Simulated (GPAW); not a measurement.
# Se K ELNES/XANES of zinc-blende (ZnSe)₁₋ₓ(CdSe)ₓ at x = 0.125 from DFT, part 2 of 3

Aim: the Se K edge in zinc-blende (ZnSe)₁₋ₓ(CdSe)ₓ at x = 0.125, one member of a composition series.

GPAW 26.7.0; X-ray absorption from dipole matrix elements to empty bands, plane-wave PAW LDA.

So far. Step 3 (Ground state of the crystal): The mesh shows a gap of 0.90 eV. The excited electron is kept all the same, so that all members of the series, with or without a gap, are treated alike.

### 5. Spectrum with XCH, Se atom 2

The holes are 8.1 Å apart. In GPAW the data set carries the hole's charge, so charge=0 means a charged cell and charge=-1 a neutral one. The excited electron is kept in the cell, where it fills the lowest empty states and screens the hole. After the field has converged, empty bands are computed with the density fixed and the dipole matrix elements are summed.

The absorber has 3 Zn at 2.44 Å and 1 Cd at 2.59 Å (distorted tetrahedral).

xas.py reads:

```python
import numpy as np
from ase import Atoms
from ase.parallel import parprint, paropen
from gpaw import GPAW, PW, FermiDirac, Mixer, MixerDif, setup_paths
from gpaw.test import gen
setup_paths.insert(0, '.')
gen('Se', name='fch1s', xcname='LDA', corehole=(1, 0, 1), write_xml=True)
from gpaw.mpi import world
world.barrier()

atoms = Atoms('ZnSeZnSeZnSeZnSeCdSeZnSeZnSeZnSe',
    cell=[[0, 5.71575, 5.71575],
     [5.71575, 0, 5.71575],
     [5.71575, 5.71575, 0]],
    scaled_positions=[[0.0011986, 0.000439, 0.998823],
     [0.1085585, 0.1310099, 0.130304],
     [0.0003483, 0.9991709, 0.5003847],
     [0.125656, 0.1246771, 0.6242525],
     [0.001409, 0.5007335, 0.9985344],
     [0.1263102, 0.6256774, 0.123119],
     [0.0008276, 0.49992, 0.4982195],
     [0.1256695, 0.6251307, 0.6240864],
     [0.5005774, 0.0001541, 0.999313],
     [0.6312225, 0.1307943, 0.1302099],
     [0.500145, 0.0007602, 0.4999318],
     [0.6307256, 0.1323808, 0.6074142],
     [0.5006624, 0.5001036, 0.9992426],
     [0.6319529, 0.6082532, 0.1300167],
     [0.4999582, 0.5023823, 0.4995065],
     [0.6253392, 0.6260807, 0.6243694]],
    pbc=True)
atoms.calc = calc = GPAW(legacy_gpaw=True, mode=PW(400, force_complex_dtype=True), xc='LDA', setups={1: 'fch1s'},
    kpts={'size': (3, 3, 3), 'gamma': True}, occupations=FermiDirac(0.04),
    charge=-1, mixer=Mixer(0.1, 5, 50), maxiter=150,
    convergence={'density': 0.0001, 'eigenstates': 1e-6}, txt='scf.txt')
energy = atoms.get_potential_energy() + calc.get_reference_energy()
ef = calc.get_fermi_level()
out = dict(energy=energy, fermi=ef, forces=atoms.get_forces().tolist())
parprint(f'all-electron energy {energy:.4f} eV, Fermi level {ef:.4f} eV')
ev = np.array([[calc.get_eigenvalues(k, s) for k in range(len(calc.get_ibz_k_points()))] for s in range(calc.get_number_of_spins())])
out['homo'], out['lumo'], out['counts'] = ev[ev < ef].max(), ev[ev > ef].min(), sorted(set((ev < ef).sum((0, 2)).tolist()))
out['filled'] = (ev[:, 0] < ef).sum(1).tolist()

from ase.units import Ha
from gpaw.xas import dipole_matrix_elements
nb = int(calc.get_number_of_electrons() / 2) + 191
top, nb = nb, nb + 8 + nb // 12
nscf = calc.fixed_density(kpts={'size': (4, 4, 4), 'gamma': True}, nbands=nb,
    convergence={'bands': top, 'eigenstates': 5e-3}, maxiter=60, txt='nscf.txt')
cell = atoms.cell.array
ops = [cell.T @ U.T @ np.linalg.inv(cell.T) for U in nscf.wfs.kd.symmetry.op_scc]
filled = [72]  # bands filled in the ground state, by spin
E = np.arange(-6, 30, 0.1)
fwhm = np.interp(E, [4, 25], [2.33, 3.5])
Y, X, zero, highest = 0, 0, 1e9, 1e9
for spin in range(nscf.get_number_of_spins()):
    wfs = nscf.wfs
    mine = wfs.bd.get_slice()  # this rank's bands
    A = dipole_matrix_elements(wfs.setups[1])
    eps = np.zeros((wfs.kd.nibzkpts, nb))
    d = np.zeros((3, A.shape[1], wfs.kd.nibzkpts, nb), complex)
    for kpt in wfs.kpt_u:
        if kpt.s == spin and 1 in kpt.P_ani:
            eps[kpt.k, mine] = kpt.eps_n * Ha
            d[:, :, kpt.k, mine] = (kpt.weight * wfs.nspins / 2) ** 0.5 * np.inner(A, kpt.P_ani[1])
    world.sum(eps)
    world.sum(d)
    T = np.einsum('amkn,bmkn->abkn', d, d.conj()).real
    T = sum(np.einsum('ai,ijkn,bj->abkn', R, T, R) for R in ops) / len(ops)
    empty = np.ones_like(eps, bool) & (np.arange(nb) >= filled[spin])
    zero, highest = min(zero, eps[empty].min()), min(highest, eps[:, top - 1].min())
    lines = [(eps, T, empty)] if spin == 0 else lines + [(eps, T, empty)]
for eps, T, empty in lines:
    f = np.einsum('aakn->akn', T).reshape(3, -1)
    x = eps.ravel() - zero
    w = np.interp(x, E, fwhm) / 2.35482
    g = np.exp(-0.5 * ((E[:, None] - x) / w) ** 2) / (w * (2 * np.pi) ** 0.5)
    Y = Y + (f * empty.ravel()) @ g.T
    X = X + (f * ~empty.ravel()) @ g.T
out.update(E=E.round(2).tolist(), xas=Y.tolist(), xes=X.tolist(), zero=zero, valid=highest - zero, nk=len(eps), nb=nb)
for i in range(0, len(E), 10):
    parprint(f'{E[i]:7.2f}', *(f'{v:10.3e}' for v in Y[:, i]))
import json
with paropen('out.json', 'w') as f:
    json.dump(out, f)
```

The run is started by

```
$ OMP_NUM_THREADS=1 mpirun -n 4 gpaw python xas.py
```

Numbers of over 12 decimals in the logs are rounded to 6 here.

Log:

```text
Input parameters:
  charge: -1
  convergence: {density: 0.0001,
                eigenstates: 1e-06}
  kpts: {gamma: True,
         size: (3, 3, 3)}
  maxiter: 150
  mixer: {backend: pulay,
          beta: 0.1,
          method: separate,
          nmaxold: 5,
          weight: 50}
  mode: {ecut: 400.0,
         force_complex_dtype: True,
         name: pw}
  occupations: {fixmagmom: False,
                name: fermi-dirac,
                width: 0.04}
  setups: {1: fch1s}

Initialize ...

[... PAW data sets ...]

Reference energy: -1009007.485151  # eV

Spin-paired calculation

[... convergence settings ...]
Symmetries present (total): 1
  [... symmetry matrices ...]

27 k-points: 3 x 3 x 3 Monkhorst-Pack grid
14 k-points in the irreducible part of the Brillouin zone
       k-points in crystal coordinates                weights
   0:     0.00000000    0.00000000    0.00000000          1/27
   1:     0.00000000    0.00000000    0.33333333          2/27
   2:     0.00000000    0.33333333   -0.33333333          2/27
   3:     0.00000000    0.33333333    0.00000000          2/27
   4:     0.00000000    0.33333333    0.33333333          2/27
   5:     0.33333333   -0.33333333   -0.33333333          2/27
   6:     0.33333333   -0.33333333    0.00000000          2/27
   7:     0.33333333   -0.33333333    0.33333333          2/27
   8:     0.33333333    0.00000000   -0.33333333          2/27
   9:     0.33333333    0.00000000    0.00000000          2/27
          ...
  13:     0.33333333    0.33333333    0.33333333          2/27

Wave functions: Plane wave expansion
  Cutoff energy: 400.000 eV
  Number of coefficients (min, max): 6765, 6855
  Pulay-stress correction: 0.000000 eV/Ang^3 (de/decut=0.000000)
  Using FFTW library
  Wavefunction extrapolation:
    Improved wavefunction reuse through dual PAW basis

Occupation numbers: Fermi-Dirac:
  width: 0.0400  # eV

Eigensolver
   Davidson(niter=2)

Densities:
  Coarse grid: 40*40*40 grid
  Fine grid: 80*80*80 grid
  Total Charge: 0.000000

Density mixing:
  Method: separate
  Backend: pulay
  Linear mixing parameter: 0.1
  old densities: 5
  Width of damping distribution: 1.1
  Damping of long wavelength oscillations: 50

[... Hamiltonian set-up ...]
Number of atoms: 16
Number of atomic orbitals: 104
Number of bands in calculation: 91
Number of valence electrons: 145
Bands to converge: occupied

... initialized

Initializing position-dependent things.

Density initialized from atomic densities
Creating initial wave functions:
  91 bands from LCAO basis set

                         Se
                Se           Zn
                    Zn
                 Se
                      Cd Zn
         Se            Se
             Zn            Zn
              Se
                  Zn
                Se
                    Zn
       Se

Atomic positions and initial magnetic moments

Positions:
   0 Zn     5.711532    5.715873    0.009360    ( 0.0000,  0.0000,  0.0000)
   1 Se     1.493605    1.365278    1.369313    ( 0.0000,  0.0000,  0.0000)
   2 Zn     8.571085    2.862065    5.713002    ( 0.0000,  0.0000,  0.0000)
   3 Se     4.280694    4.286290    1.430841    ( 0.0000,  0.0000,  0.0000)
   4 Zn     8.569440    5.715426    2.870121    ( 0.0000,  0.0000,  0.0000)
   5 Se     4.279933    1.425675    4.298173    ( 0.0000,  0.0000,  0.0000)
   6 Zn     5.705116    2.852428    2.862148    ( 0.0000,  0.0000,  0.0000)
[...]
13 Se     4.219766    4.355228    7.088708    ( 0.0000,  0.0000,  0.0000)
  14 Zn     5.726546    5.712690    5.729128    ( 0.0000,  0.0000,  0.0000)
  15 Se     7.147260    7.143022    7.152803    ( 0.0000,  0.0000,  0.0000)

Unit cell:
           periodic     x           y           z      points  spacing
  1. axis:    yes    0.000000    5.715750    5.715750    40     0.1650
  2. axis:    yes    5.715750    0.000000    5.715750    40     0.1650
  3. axis:    yes    5.715750    5.715750    0.000000    40     0.1650

  Lengths:   8.083291   8.083291   8.083291
  Angles:   60.000000  60.000000  60.000000

Effective grid spacing dv^(1/3) = 0.1800

iter:   1   -70.336772
iter:   2   -69.649821   -0.35  -1.29
iter:   3   -67.599730   -1.12  -1.33
iter:   4   -67.626742   -1.88  -1.58
iter:   5   -67.558459c  -2.27  -1.64
iter:   6   -67.513199   -3.09  -2.38
iter:   7   -67.507467c  -2.95  -2.43
iter:   8   -67.503649c  -4.18  -2.95
iter:   9   -67.503155c  -4.77  -3.19
iter:  10   -67.503096c  -4.90  -3.33
iter:  11   -67.503161c  -5.15  -3.43
iter:  12   -67.503043c  -5.50  -3.50
iter:  13   -67.503021c  -6.07c -3.66
iter:  14   -67.503005c  -6.49c -3.81
iter:  15   -67.503007c  -6.69c -3.93
iter:  16   -67.503005c  -6.32c -4.27c

Converged after 16 iterations.

Dipole moment: (-26.453756, -29.511679, -29.907603) |e|*Ang

Energy contributions relative to reference atoms: (reference = -1009007.485151)

Kinetic:       +119.041223
Potential:     -106.941512
External:        +0.000000
XC:             -79.120986
Entropy (-ST):   -0.015984
Local:           -0.473737
SIC:             +0.000000
--------------------------
Free energy:    -67.510997
Extrapolated:   -67.503005

Showing only first 2 kpts
 Kpt  Band  Eigenvalues  Occupancy
  0    70      3.53764    2.00000
  0    71      3.53777    2.00000
  0    72      4.25754    2.00000
  0    73      5.62321    1.99723

  1    70      3.28193    2.00000
  1    71      3.31069    2.00000
  1    72      5.51674    1.99981
[...]
Fermi level: 5.88641

No gap
No difference between direct/indirect transitions

Forces in eV/Ang:
  0 Zn   -0.68495   -0.58642   -0.58720
  1 Se    0.09689   -0.08278   -0.09052
  2 Zn    0.57945    0.67193   -0.56557
  3 Se    0.01384   -0.00633    0.09661
  4 Zn    0.57417   -0.57474    0.68334
  5 Se    0.01439    0.09372   -0.01164
  6 Zn    0.05157   -0.03205   -0.03722
[...]
13 Se   -0.02837    0.00171   -0.05931
 14 Zn    0.10275    0.03651    0.02299
 15 Se   -0.00988    0.02479    0.01781
Scalar-relativistic atomic LDA calculation for Se (Selenium, Z=34)
Core hole in 1s state (1s occupation: 1.0)
600 radial gridpoints.
|------------------------------------------------|
|------------------------------------------------|
[... the atom generator's iteration count ...]

Energy contributions:
-------------------------
Kinetic:    +1992.176532
XC:           -74.936171
Potential:  -3877.301897
-------------------------
Total:      -1960.061536

state      eigenvalue         ekin         rmax
-----------------------------------------------
1s^1.0 :  -473.814066   594.491378        0.029
2s^2.0 :   -62.777713   119.273514        0.162
2p^6.0 :   -56.419235   117.661311        0.128
3s^2.0 :    -8.945456    28.579454        0.490
3p^6.0 :    -6.765340    26.386029        0.482
3d^10.0:    -2.900021    21.587394        0.429
4s^2.0 :    -1.105925     4.504829        1.414
4p^4.0 :    -0.649487     3.202895        1.619
-----------------------------------------------
(units: Bohr and Hartree)

Generating PAW setup
Kinetic energy of the core from tauc = 1992.701230
Cutoffs:
rc(s)=1.600
rc(p)=1.900
rc(d)=1.600
rc(vbar)=1.440
rc(comp)=1.600
rc(nct)=1.900

Kinetic energy of the core states: 1970.355293
Charge: 1.0
Core electrons: 27.0
Valence electrons: 6.0
Pseudo-core charge: 0.688517
Shape function alpha=3.906
Pseudo-electron charge 7.123653
state    eigenvalue         norm
--------------------------------
4s(2) :    -1.105925     1.147115
*s    :    -0.105925
4p(4) :    -0.649487     1.035227
*p    :     0.350513
*d    :     0.000000
--------------------------------

Diagonalizing with gridspacing h=0.050

state   all-electron     PAW
-------------------------------
4s:      -1.105925    -1.106630
4p:      -0.649487    -0.650084
*d:                   -0.134651
*f:                   -0.017877
-------------------------------
all-electron energy -1009074.9882 eV, Fermi level 5.8864 eV
[...]
27.00  9.155e-08  9.157e-08  9.161e-08
  28.00  8.134e-08  8.135e-08  8.137e-08
  29.00  7.237e-08  7.237e-08  7.238e-08
```

Run time: 4.3 min. Hardware: 4 MPI ranks of Intel Xeon Gold 6455B (Sapphire Rapids), shared host; peak memory 0.87 GiB.

The Se K spectrum, Se atom 2, excited-electron core hole (neutral cell) (energy from the bottom of the conduction band, which holds the excited electron; intensity scaled to a mean of 1 over the first 20 eV):

```tsv
E (eV)	intensity
-2.0	0.00
-1.0	0.01
0.0	0.10
1.0	0.43
2.0	1.00
3.0	1.35
4.0	1.40
5.0	1.41
6.0	1.49
7.0	1.53
8.0	1.36
9.0	1.10
10.0	0.81
11.0	0.59
12.0	0.60
13.0	0.76
14.0	0.92
15.0	1.00
16.0	0.99
17.0	0.96
18.0	0.91
19.0	0.83
20.0	0.78
21.0	0.83
22.0	0.90
23.0	0.93
24.0	0.94
25.0	0.98
26.0	1.03
27.0	1.01
28.0	0.89
29.0	0.79
```

Main maxima below 28 eV (height): 6.8 eV (1.53), 15.4 eV (1.00) and 26.2 eV (1.03). A K edge sees empty p states on the absorber.

The energy difference (zero at 12672 eV) isn't read as a photon energy: for so heavy an absorber the terms left out (the hole's spin, the functional's error) amount to tens of eV or more.

### 6. Cell without a hole, the energy reference

The absorbing element, whose data set is made anew, changes for the next run, so it gets a reference energy of its own.

scf.py reads:

```python
import numpy as np
from ase import Atoms
from ase.parallel import parprint, paropen
from gpaw import GPAW, PW, FermiDirac, Mixer, MixerDif, setup_paths
from gpaw.test import gen
setup_paths.insert(0, '.')
gen('Zn', name='nch1s', xcname='LDA', corehole=(1, 0, 0), write_xml=True)
from gpaw.mpi import world
world.barrier()

atoms = Atoms('ZnSeZnSeZnSeZnSeCdSeZnSeZnSeZnSe',
    cell=[[0, 5.71575, 5.71575],
     [5.71575, 0, 5.71575],
     [5.71575, 5.71575, 0]],
    scaled_positions=[[0.0011986, 0.000439, 0.998823],
     [0.1085585, 0.1310099, 0.130304],
     [0.0003483, 0.9991709, 0.5003847],
     [0.125656, 0.1246771, 0.6242525],
     [0.001409, 0.5007335, 0.9985344],
     [0.1263102, 0.6256774, 0.123119],
     [0.0008276, 0.49992, 0.4982195],
     [0.1256695, 0.6251307, 0.6240864],
     [0.5005774, 0.0001541, 0.999313],
     [0.6312225, 0.1307943, 0.1302099],
     [0.500145, 0.0007602, 0.4999318],
     [0.6307256, 0.1323808, 0.6074142],
     [0.5006624, 0.5001036, 0.9992426],
     [0.6319529, 0.6082532, 0.1300167],
     [0.4999582, 0.5023823, 0.4995065],
     [0.6253392, 0.6260807, 0.6243694]],
    pbc=True)
atoms.calc = calc = GPAW(legacy_gpaw=True, mode=PW(400, force_complex_dtype=True), xc='LDA', setups={0: 'nch1s'},
    kpts={'size': (3, 3, 3), 'gamma': True}, occupations=FermiDirac(0.02),
    charge=0, mixer=Mixer(0.1, 5, 50), maxiter=150,
    convergence={'density': 0.0001, 'eigenstates': 1e-6}, txt='scf.txt')
energy = atoms.get_potential_energy() + calc.get_reference_energy()
ef = calc.get_fermi_level()
out = dict(energy=energy, fermi=ef, forces=atoms.get_forces().tolist())
parprint(f'all-electron energy {energy:.4f} eV, Fermi level {ef:.4f} eV')
ev = np.array([[calc.get_eigenvalues(k, s) for k in range(len(calc.get_ibz_k_points()))] for s in range(calc.get_number_of_spins())])
out['homo'], out['lumo'], out['counts'] = ev[ev < ef].max(), ev[ev > ef].min(), sorted(set((ev < ef).sum((0, 2)).tolist()))
out['filled'] = (ev[:, 0] < ef).sum(1).tolist()
import json
with paropen('out.json', 'w') as f:
    json.dump(out, f)
```

The run is started by

```
$ OMP_NUM_THREADS=1 mpirun -n 4 gpaw python scf.py
```

Log:

```text
Input parameters:
  convergence: {density: 0.0001,
                eigenstates: 1e-06}
  kpts: {gamma: True,
         size: (3, 3, 3)}
  maxiter: 150
  mixer: {backend: pulay,
          beta: 0.1,
          method: separate,
          nmaxold: 5,
          weight: 50}
  mode: {ecut: 400.0,
         force_complex_dtype: True,
         name: pw}
  occupations: {fixmagmom: False,
                name: fermi-dirac,
[...]
*s    :     0.771506
4p(0) :    -0.045217     1.008310
*p    :     0.954783
3d(10):    -0.383140     0.154691
*d    :     0.616860
--------------------------------

Diagonalizing with gridspacing h=0.050

state   all-electron     PAW
-------------------------------
4s:      -0.228494    -0.228671
4p:      -0.045217    -0.045275
3d:      -0.383140    -0.383726
*f:                    0.072913
-------------------------------
all-electron energy -1021747.0720 eV, Fermi level 4.0390 eV
[key lines of the parts left out:]
Converged after 13 iterations.
Dipole moment: (-25.749189, -28.730869, -29.126982) |e|*Ang
Free energy:    -58.404316
Fermi level: 4.03899
```

Run time: 43 s. Hardware: 4 MPI ranks; peak memory 0.39 GiB.

Reference energy: -1021747.072 eV with the cores included.

(Continued in part 3 of 3.)

[Banner, clock and machine lines of the logs are left out without a mark of their own.]

[Logs are printed without paths, hosts, clocks, repeated set-up lines and the standing remarks that a program may print on its own settings, such as how far it seeks lower states.]

[Hosts, paths, dates, database ids (printed as entryN), source tags and the programs' standing remarks are cut or masked in the printed files.]

[Lists of maxima count a maximum above −3 eV only where it reaches 4 % of the highest in the window and stands out from its surroundings by 2 % of it (1.5 % where it reaches 55 %); shoulders and weaker maxima are passed over, and of the rest the first, up to two pre-edge ones and the few strongest are named.]
